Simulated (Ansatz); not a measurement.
# How Rh (Rhodium, Fm-3m) expands on warming, part 2 of 4

Aim: the lattice, expansion, heat capacity and bulk modulus of Rhodium as it warms.

Ansatz 0.2.0; DFT PBEsol, scalar-relativistic, plane waves, PAW (the session's first sound run).

So far. Step 2 (Probe on a coarse mesh): The start is under -2.7 GPa at this level and looks like a metal on this mesh. Step 4 (Tight relaxation): The residual pressure is 8.6e-5 GPa, small enough for phonons.

The database entry behind the starting cell differs from later determinations by our own check (an axis about 0.2 % short against later determinations), so it need not match the best structure at ambient conditions.

## Step 5: Phonons on strained cells, functional PBEsol

Thermal expansion follows from how the free energy of the vibrations (and of the electrons in a metal) changes with strain, so the program makes strained cells, their phonons and a fit in one run.

File input.yaml:

```yaml
crystal:
  lattice:
    - [0.0, 1.8897979409, 1.8897979409]
    - [1.8897979409, 0.0, 1.8897979409]
    - [1.8897979409, 1.8897979409, 0.0]
  atoms:
    - { symbol: Rh, position: [0.0, 0.0, 0.0] }
kpoints:
  mp_grid: { grid: [20, 20, 20] }
hamiltonian:
  xc: pbesol
scf:
  occupations: { method: methfessel_paxton, width: 0.2 }
output:
  eigenvalues: true
phonons:
  method: dfpt
  qmesh: [4, 4, 4]
  temperatures: { t_max: 1200.0, t_step: 50 }
  thermal_expansion: {}
```

On the command line:

```bash
ansatz run input.yaml --threads 4 --pin off --max-ram 8192MiB --backend cpu --events-out ev --progress --plain --runs-dir out
```

Numbers of over 12 decimals in the logs are rounded to 6 here.

The program printed:

```text
[...]
Crystal: 1 atoms, lattice volume = 13.498 Å³
Basis set: ecut = 487.2 eV, 331 PW (Γ), exchange–correlation on 40×40×40 points (8 copies of the dense FFT grid, shifted against one another)
Bands: 13, of which v1, the nominal top of the filled ones, is band 9 counted from 1 (8 counted from 0)
Symmetry: 48 space group operations
[...]
k-points: 256 of 8000
[...]
SCF iter   1: F=—  HF=-6338.750695 eV  |F-HF|=—  |Δ(HF+E_count)|=         —  Δρ=9.54e-3  dr2=1.00e-2  ethr=1.77e-3  ⟨swp⟩=4.7  Hψ=17965  notcnv=0
[...]
SCF iter   7: F=-6338.747775 eV  HF=-6338.747775 eV  |F-HF|=0.00e0  |Δ(HF+E_count)|=  2.36e-11  S|Δr|=    0.00e0  Δρ=2.11e-7  dr2=1.98e-12  ethr=1.00e-12  ⟨swp⟩=4.0  Hψ=15541  notcnv=0
SCF 1 converged in 7 iterations: F = -6338.747775 eV  dr2 = 1.98e-12
[...]
relax step   1: F+E_penalty+E_count = -6338.74777513 eV  Δ(F+E_penalty+E_count) = +0.000e0 eV  max|allowed force component| = 0.000e0 eV/Å  Δτ_max = 0.0000 Å  (7 SCF iters, accepted)
SCF converged after 7 iterations
[...]
Free energy (F): -6338.747775 eV
[...]
Internal energy: -6338.749685 eV  (E = F + TS)
E sigma→0 (E₀):  -6338.748253 eV
Entropy (-TS):   0.001910 eV (1.910 meV/atom)
Fermi energy:    22.778832 eV
[...]
--- Stress (GPa, compression-positive) ---
       -0.024679       0.000000      -0.000000
       -0.000000      -0.024679      -0.000000
        0.000000       0.000000      -0.024679
  P = ⅓ Tr σ = -0.0247 GPa (-0.247 kbar)
--- Band table (eV; the first three rows and the last of 256) ---
  k-point 0: bands = [... 5 lower, 19.5872, 19.5872, 19.5872, 21.7624, 21.7624, 38.4861, 43.9081, 43.9081]
  k-point 1: bands = [... 5 lower, 19.5401, 19.6285, 19.6285, 21.7387, 21.7387, 38.6375, 43.3665, 44.0590]
  k-point 2: bands = [... 5 lower, 19.4177, 19.7396, 19.7396, 21.6834, 21.6834, 39.0546, 42.1667, 44.5009]
  k-point 255: bands = [... 5 lower, 18.8385, 18.8385, 21.5307, 23.8071, 32.4704, 32.4704, 34.0919, 35.5694]
── thermal expansion: 3 new cells, 3 in all ──
thermal expansion: relaxation of cell 2
thermal expansion: relaxation of cell 3
── thermal expansion: 2 new cells, 5 in all ──
thermal expansion: relaxation of cell 4
thermal expansion: lower-state search of cell 4
thermal expansion: electrons of cell 4
thermal expansion: phonons of cell 4
thermal expansion: relaxation of cell 5
thermal expansion: electrons of cell 1
thermal expansion: electrons of cell 2
thermal expansion: electrons of cell 3
thermal expansion: electrons of cell 5
thermal expansion: phonons of cell 5
── thermal expansion: 5 new cells, 10 in all ──
thermal expansion: relaxation of cell 6
thermal expansion: relaxation of cell 7
thermal expansion: relaxation of cell 8
thermal expansion: relaxation of cell 9
thermal expansion: relaxation of cell 10
thermal expansion: electrons of cell 6
thermal expansion: electrons of cell 7
thermal expansion: electrons of cell 8
thermal expansion: electrons of cell 9
thermal expansion: electrons of cell 10
thermal expansion: phonons of cell 6
thermal expansion: phonons of cell 7
--- Relaxed structure (1 steps of the walk, 1 accepted, 0 SCFs on fresh bases) ---
  F+E_penalty+E_count = -6338.74777513 eV   max|allowed force component| = 0.000e0 eV/Å
  atoms:
    - { symbol: Rh, position: [0.0, 0.0, 0.0] }
--- Thermal expansion: 10 cells in 3 rounds, 0 GPa ---
  no lower state was reached at cell 4; its state was not examined: fill_not_monotonic
  without vibrations: a 2.67254, b 2.67254, c 2.67254 Å, V 13.4976 Å³, B 295.95 GPa
  at 0 K: a 2.67536, b 2.67536, c 2.67536 Å, V 13.5405 Å³, B 292.69 GPa
  zero-point expansion: a +0.106, b +0.106, c +0.106, V +0.318 %
      T/K        a/Å        b/Å        c/Å       V/Å³ | expansion of a, b, c, V (1e-6/K)   | that of V in the mean from 25 °C | C_P, C_V (J/mol K of the cell) | B_T, B_S (GPa)
     0.00    2.67536    2.67536    2.67536    13.5405 |    0.00    0.00    0.00    0.00 |   15.82 |     0.000     0.000 |   292.69   292.69
   150.00    2.67663    2.67663    2.67663    13.5596 |    6.47    6.47    6.47   19.40 |   22.34 |    20.148    20.014 |   289.30   291.23
   298.15    2.67959    2.67959    2.67959    13.6047 |    8.08    8.08    8.08   24.24 |       - |    24.720    24.313 |   283.09   287.82
   400.00    2.68186    2.68186    2.68186    13.6393 |    8.55    8.55    8.55   25.64 |   25.02 |    25.901    25.299 |   278.59   285.22
   550.00    2.68541    2.68541    2.68541    13.6935 |    9.06    9.06    9.06   27.19 |   25.93 |    27.109    26.198 |   271.73   281.18
   700.00    2.68916    2.68916    2.68916    13.7510 |    9.55    9.55    9.55   28.64 |   26.76 |    28.165    26.908 |   264.58   276.95
   850.00    2.69311    2.69311    2.69311    13.8117 |   10.05   10.05   10.05   30.14 |   27.58 |    29.219    27.568 |   257.13   272.53
  1000.00    2.69728    2.69728    2.69728    13.8759 |   10.58   10.58   10.58   31.74 |   28.41 |    30.309    28.210 |   249.37   267.93
  1150.00    2.70168    2.70168    2.70168    13.9439 |   11.16   11.16   11.16   33.48 |   29.28 |    31.446    28.835 |   241.29   263.14
  1200.00    2.70320    2.70320    2.70320    13.9675 |   11.36   11.36   11.36   34.09 |   29.57 |    31.836    29.039 |   238.52   261.50
  the static fit leaves 0.003 meV an atom of the energies and, of the stresses, 0.000 GPa of each cell's largest along a strain (root mean squares over the cells), whose Pulay part it has at -0.049 GPa
  vibrations' free energy: its fit passes through its cells
  the electrons' free energy at temperature is in it; its fit leaves 0.0011 meV an atom at the most
  free energies summed between the sampled wave vectors
  estimated error of the fitted expansion in any direction: up to 0.013e-6/K, at 1200 K, with few degrees of freedom (an estimate, not a bound: it was exceeded on models of known expansion)
  by sums over the sampled wave vectors an expansion of the volume parts by up to 0.66e-6/K
  by a static energy of one degree less an expansion of the volume parts by up to 0.06e-6/K
```

Run time: 16 min. Hardware: 4 threads of Arm Neoverse V1, shared host; peak memory 4 GiB; 62 min of CPU time.

Numbers from this step:

* pressure: -0.02468 GPa
* volume expansion coefficient at 298 K: 24.24 1e-6/K
* C_P at 298 K: 24.72 J/mol-atom/K
* entropy at 298 K: 31.54 J/mol-atom/K
* isothermal bulk modulus at 298 K: 283.1 GPa
* Grüneisen parameter at 298 K: 2.313
* volume at 298 K: 13.61 Å³/atom
* principal linear expansion coefficients at 298 K: 8.081, 8.081, 8.081 1e-6/K

Strained cells of the study; zero-point energy where phonons were solved; the pressures are stresses at a fixed cutoff and can carry an offset from the finite basis. Expansion cells, by row:

```
cell  |a| (Å)  |b| (Å)  |c| (Å)  V (Å³/atom)  E - E_lowest (meV/atom)  pressure, compression positive (GPa)  gap (eV)  zero-point energy (meV/atom)
   1    2.673    2.673    2.673         13.5                        0                                -0.074         -                             -
   2    2.694    2.694    2.694        13.82                    7.002                                -6.727         -                             -
   3    2.651    2.651    2.651        13.18                    7.255                                 7.443         -                             -
   4    2.673    2.673    2.673         13.5                    0.002                                -0.137         -                         33.34
   5    2.686    2.686    2.686         13.7                    2.857                                -4.393         -                         32.16
   6      2.7      2.7      2.7        13.91                    11.24                                -8.397         -                         30.98
   7    2.713    2.713    2.713        14.13                    24.73                                -12.06         -                         29.81
   8    2.646    2.646    2.646         13.1                     11.3                                 9.409         -                             -
   9    2.659    2.659    2.659         13.3                    2.725                                 4.458         -                             -
  10    2.734    2.734    2.734        14.45                     54.1                                   -17         -                             -
```

Quasi-harmonic; a, b, c are the run's own cell vectors. Expansion, by row:

```
T (K)  a (Å)  b (Å)  c (Å)  alpha (deg)  beta (deg)  gamma (deg)  cell volume (Å³/cell)  alpha_a (1e-6/K)  alpha_b (1e-6/K)  alpha_c (1e-6/K)  alpha_V (1e-6/K)  C_P (J/mol-atom/K)  C_V (J/mol-atom/K)  S (J/mol-atom/K)  B_T (GPa)  B_S (GPa)  Grueneisen  extrapolation  fit error (1e-6/K)
    0  2.675  2.675  2.675           60          60           60                  13.54                 0                 0                 0                 0                   0                   0                 0      292.7      292.7           -              0                   0
   50  2.675  2.675  2.675           60          60           60                  13.54              1.51              1.51              1.51              4.52               5.015               5.012              1.77      292.5      292.6       2.152              0                   0
  100  2.676  2.676  2.676           60          60           60                  13.55              4.81              4.81              4.81             14.44               15.22               15.17             8.687      291.2      292.1       2.261              0                   0
  150  2.677  2.677  2.677           60          60           60                  13.56              6.47              6.47              6.47              19.4               20.15               20.01             15.92      289.3      291.2        2.29              0                   0
  200  2.678  2.678  2.678           60          60           60                  13.57              7.29              7.29              7.29             21.86               22.53                22.3             22.08      287.3      290.2       2.302              0                   0
  250  2.679  2.679  2.679           60          60           60                  13.59              7.77              7.77              7.77              23.3               23.87               23.55             27.26      285.2        289       2.309              0                   0
298.1   2.68   2.68   2.68           60          60           60                   13.6              8.08              8.08              8.08             24.24               24.72               24.31             31.54      283.1      287.8       2.313              0                   0
  300   2.68   2.68   2.68           60          60           60                  13.61              8.09              8.09              8.09             24.27               24.75               24.34              31.7        283      287.8       2.313              0                   0
  350  2.681  2.681  2.681           60          60           60                  13.62              8.34              8.34              8.34             25.02               25.39               24.88             35.56      280.8      286.5       2.316              0                   0
  400  2.682  2.682  2.682           60          60           60                  13.64              8.55              8.55              8.55             25.64                25.9                25.3             38.99      278.6      285.2       2.319              0                   0
  450  2.683  2.683  2.683           60          60           60                  13.66              8.73              8.73              8.73             26.19               26.34               25.64             42.06      276.3      283.9       2.321              0                0.01
  500  2.684  2.684  2.684           60          60           60                  13.68               8.9               8.9               8.9              26.7               26.74               25.93             44.86      274.1      282.6       2.324              0                0.01
  550  2.685  2.685  2.685           60          60           60                  13.69              9.06              9.06              9.06             27.19               27.11                26.2             47.42      271.7      281.2       2.326              0                0.01
  600  2.687  2.687  2.687           60          60           60                  13.71              9.22              9.22              9.22             27.67               27.47               26.45              49.8      269.4      279.8       2.328              0                0.01
  650  2.688  2.688  2.688           60          60           60                  13.73              9.38              9.38              9.38             28.15               27.82               26.68             52.01        267      278.4        2.33              0                0.01
  700  2.689  2.689  2.689           60          60           60                  13.75              9.55              9.55              9.55             28.64               28.16               26.91             54.09      264.6      276.9       2.332              0                0.01
  750   2.69   2.69   2.69           60          60           60                  13.77              9.71              9.71              9.71             29.13               28.51               27.13             56.04      262.1      275.5       2.334              0                0.01
  800  2.692  2.692  2.692           60          60           60                  13.79              9.88              9.88              9.88             29.63               28.86               27.35             57.89      259.6        274       2.336              0                0.01
  850  2.693  2.693  2.693           60          60           60                  13.81             10.05             10.05             10.05             30.14               29.22               27.57             59.65      257.1      272.5       2.338              0                0.01
  900  2.694  2.694  2.694           60          60           60                  13.83             10.22             10.22             10.22             30.66               29.58               27.78             61.33      254.6        271        2.34              0                0.01
  950  2.696  2.696  2.696           60          60           60                  13.85              10.4              10.4              10.4             31.19               29.94                  28             62.94        252      269.5       2.342              0                0.01
 1000  2.697  2.697  2.697           60          60           60                  13.88             10.58             10.58             10.58             31.74               30.31               28.21             64.49      249.4      267.9       2.345              0                0.01
 1050  2.699  2.699  2.699           60          60           60                   13.9             10.77             10.77             10.77              32.3               30.68               28.42             65.97      246.7      266.4       2.347              0                0.01
 1100    2.7    2.7    2.7           60          60           60                  13.92             10.96             10.96             10.96             32.88               31.06               28.63             67.41        244      264.8        2.35              0                0.01
 1150  2.702  2.702  2.702           60          60           60                  13.94             11.16             11.16             11.16             33.48               31.45               28.84              68.8      241.3      263.1       2.352              0                0.01
 1200  2.703  2.703  2.703           60          60           60                  13.97             11.36             11.36             11.36             34.09               31.84               29.04             70.15      238.5      261.5       2.355              0                0.01
```

Expansion coefficient against temperature; values in 1e-6/K:

```csv
temperature (K),volume,principal 1
0,0,0
50,4.52,1.51
100,14.4,4.81
150,19.4,6.47
200,21.9,7.29
250,23.3,7.77
298,24.2,8.08
300,24.3,8.09
350,25.0,8.34
400,25.6,8.55
450,26.2,8.73
500,26.7,8.9
550,27.2,9.06
600,27.7,9.22
650,28.1,9.38
700,28.6,9.55
750,29.1,9.71
800,29.6,9.88
850,30.1,10.1
900,30.7,10.2
950,31.2,10.4
1000,31.7,10.6
1050,32.3,10.8
1100,32.9,11.0
1150,33.5,11.2
1200,34.1,11.4
```

At 298 K the volume expansion is 24.2 × 10⁻⁶/K and B_T is 283 GPa. The q-mesh is coarse, so this is a first estimate. The program raised the cutoff to 487.2 eV by itself: with no cutoff typed, the study takes about 1.16 times the default for its relaxations and scales it with the volume for the phonons.

[end of part 2 of 4]

[Logs are printed without paths, hosts, clocks, repeated set-up lines and the standing remarks that a program may print on its own settings, such as how far it seeks lower states.]

[Hosts, paths, dates, database ids (printed as entryN), source tags and the programs' standing remarks are cut or masked in the printed files.]

[A step with changed settings may run another functional than the one named; its input shows which.]
